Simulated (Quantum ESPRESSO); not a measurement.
# Magnetic state of CoSn from several starts

A self-consistent run ends on one state, which hangs on the start. Several orders of CoSn are started in Quantum ESPRESSO and their energies compared.

Method: PBEsol; plane waves with GBRV 1.5 PBEsol potentials, no spin-orbit coupling, in Quantum ESPRESSO 7.5.

Report form: the programs' logs are mostly left out.

**1. Set-up**

The structure is hexagonal, space group P6/mmm (No. 191). The conventional cell has a = 5.246 Å, b = 5.246 Å, c = 4.188 Å, α = 90.00°, β = 90.00°, γ = 120.00°. Co has 6 Sn at 2.58 to 2.62 Å and 4 Co at 2.62 Å nearest. Nearest to Sn lie 6 Co at 2.58 Å. Sn has 6 Co at 2.62 Å nearest. Farther neighbours are not listed.

The cell comes from Materials Project 2023-11-01, a database of computed structures, and need not be the stable phase.

**2. Run 1 (ferro +++)**

The signs are those of the starting moments on the seeded atoms, the atoms that are given a moment.

pw.in

```
&CONTROL
  calculation = 'scf'
  prefix = 'pwscf'
  outdir = './tmp'
  pseudo_dir = './pseudo'
  disk_io = 'nowf'
/
&SYSTEM
  ibrav = 0
  nat = 6
  ntyp = 2
  ecutwfc = 40
  ecutrho = 280
  nbnd = 62
  occupations = 'smearing'
  smearing = 'fd'
  degauss = 0.00734986
  nspin = 2
  starting_magnetization(1) = 0.1176
  starting_magnetization(2) = 0
/
&ELECTRONS
  conv_thr = 1.2d-08
  electron_maxstep = 150
  mixing_beta = 0.3
/
ATOMIC_SPECIES
Co     58.9332 co_pbesol_v1.2.uspp.F.UPF
Sn    118.7100 sn_pbesol_v1.4.uspp.F.UPF
CELL_PARAMETERS angstrom
   5.2460399276    0.0000000000    0.0000000000
  -2.6230199638    4.5432038466    0.0000000000
   0.0000000000    0.0000000000    4.1875903000
ATOMIC_POSITIONS crystal
Co      0.0000000000    0.5000000000    0.0000000000
Co      0.5000000000    0.5000000000    0.0000000000
Co      0.5000000000    0.0000000000    0.0000000000
Sn      0.6666666700    0.3333333300    0.5000000000
Sn      0.3333333300    0.6666666700    0.5000000000
Sn      0.0000000000    0.0000000000    0.0000000000
K_POINTS automatic
6 6 6 0 0 0
```

Command:

```bash
$ OMP_NUM_THREADS=1 mpirun -n 4 pw.x -nk 4 -in pw.in > pw.out
```

Wall time 67 s (4 MPI ranks of Intel Xeon Platinum 8488C (Sapphire Rapids), shared host); peak memory 0.65 GiB.

Spin moment in the atom's sphere by atom:

```
atom  spin moment in the atom's sphere (μB)
 Co1                                -0.0001
 Co2                                -0.0001
 Co3                                -0.0001
 Sn4                                 0.0000
 Sn5                                 0.0000
 Sn6                                 0.0000
```

Numbers from this step:

```yaml
smearing_term_ts: 0.1594 eV
magnetization: 0 μB
absolute_magnetization: 0 μB
final_state: non-magnetic
```

**3. Start 2: ferri ++−**

pw.in

```
&CONTROL
  calculation = 'scf'
  prefix = 'pwscf'
  outdir = './tmp'
  pseudo_dir = './pseudo'
  disk_io = 'nowf'
/
&SYSTEM
  ibrav = 0
  nat = 6
  ntyp = 3
  ecutwfc = 40
  ecutrho = 280
  nbnd = 60
  occupations = 'smearing'
  smearing = 'fd'
  degauss = 0.00734986
  nspin = 2
  starting_magnetization(1) = 0.1176
  starting_magnetization(2) = -0.1176
  starting_magnetization(3) = 0
/
&ELECTRONS
  conv_thr = 1.2d-08
  electron_maxstep = 150
  mixing_beta = 0.3
/
ATOMIC_SPECIES
Co1    58.9332 co_pbesol_v1.2.uspp.F.UPF
Co2    58.9332 co_pbesol_v1.2.uspp.F.UPF
Sn    118.7100 sn_pbesol_v1.4.uspp.F.UPF
CELL_PARAMETERS angstrom
   5.2460399276    0.0000000000    0.0000000000
  -2.6230199638    4.5432038466    0.0000000000
   0.0000000000    0.0000000000    4.1875903000
ATOMIC_POSITIONS crystal
Co1     0.0000000000    0.5000000000    0.0000000000
Co1     0.5000000000    0.5000000000    0.0000000000
Co2     0.5000000000    0.0000000000    0.0000000000
Sn      0.6666666700    0.3333333300    0.5000000000
Sn      0.3333333300    0.6666666700    0.5000000000
Sn      0.0000000000    0.0000000000    0.0000000000
K_POINTS automatic
6 6 6 0 0 0
```

Wall time 2.2 min (4 MPI ranks); peak memory 0.77 GiB.

Spin moment in the atom's sphere by atom:

```
atom  spin moment in the atom's sphere (μB)
 Co1                                -0.0001
 Co2                                -0.0001
 Co3                                -0.0003
 Sn4                                 0.0000
 Sn5                                 0.0000
 Sn6                                 0.0000
```

Numbers from this step:

* smearing term TS: 0.1594 eV
* magnetization: 0 μB
* absolute magnetization: 0 μB
* final state: non-magnetic

**4. Start 3: no spin polarisation**

pw.in

```
&CONTROL
  calculation = 'scf'
  prefix = 'pwscf'
  outdir = './tmp'
  pseudo_dir = './pseudo'
  disk_io = 'nowf'
/
&SYSTEM
  ibrav = 0
  nat = 6
  ntyp = 2
  ecutwfc = 40
  ecutrho = 280
  nbnd = 59
  occupations = 'smearing'
  smearing = 'fd'
  degauss = 0.00734986
/
&ELECTRONS
  conv_thr = 1.2d-08
  electron_maxstep = 150
  mixing_beta = 0.3
/
ATOMIC_SPECIES
Co     58.9332 co_pbesol_v1.2.uspp.F.UPF
Sn    118.7100 sn_pbesol_v1.4.uspp.F.UPF
CELL_PARAMETERS angstrom
   5.2460399276    0.0000000000    0.0000000000
  -2.6230199638    4.5432038466    0.0000000000
   0.0000000000    0.0000000000    4.1875903000
ATOMIC_POSITIONS crystal
Co      0.0000000000    0.5000000000    0.0000000000
Co      0.5000000000    0.5000000000    0.0000000000
Co      0.5000000000    0.0000000000    0.0000000000
Sn      0.6666666700    0.3333333300    0.5000000000
Sn      0.3333333300    0.6666666700    0.5000000000
Sn      0.0000000000    0.0000000000    0.0000000000
K_POINTS automatic
6 6 6 0 0 0
```

Elapsed: 28 s, on 4 MPI ranks; peak memory 0.45 GiB.

Read from the output:

```yaml
smearing_term_ts: 0.1594 eV
final_state: non-magnetic (no spin polarisation)
```

**5. Energies of the orders**

An order is kept where moments of 0.15 μB or more survive with the typed signs; meshes match where a doubled cell samples the same k points as the first cell.

Orders:

```
               start   final state  typed order kept  energy over the lowest (meV a seeded atom)  largest site moment (μB)  net moment (μB a cell of the first run)  mesh matched  CPU time (s)
           ferro +++  non-magnetic                no                                     0.04117                         0                                        0           yes         265.7
           ferri ++-  non-magnetic                no                                     0.04121                         0                                  5.58e-4           yes           516
no spin polarisation  non-magnetic                 -                                           0                         0                                        0           yes         111.5
```

**6. What came out**

| Property | Result |
| --- | --- |
| lowest state found | non-magnetic (from ferro +++, ferri ++- and no spin polarisation) |
| largest site moment | 0 μB |

In words: The lowest state carries no moment, and no start kept one. Only these 3 starts were compared; other wavevectors, canted and longer-period orders were not. Energies are free energies at an electronic temperature of 1160 K, which lowers moments and differences where the moments are itinerant.

[Logs and program files are shortened in this print: banners, set-up blocks, solver, clock and traceback lines can be left out without a mark of their own.]

[Logs are printed without paths, hosts, clocks, repeated set-up lines and the standing remarks that a program may print on its own settings, such as how far it seeks lower states.]

[Hosts, paths, dates, database ids (printed as entryN), source tags and the programs' standing remarks are cut or masked in the printed files.]

[Where a cell is said to come from a database of computed structures, the database is the Materials Project.]
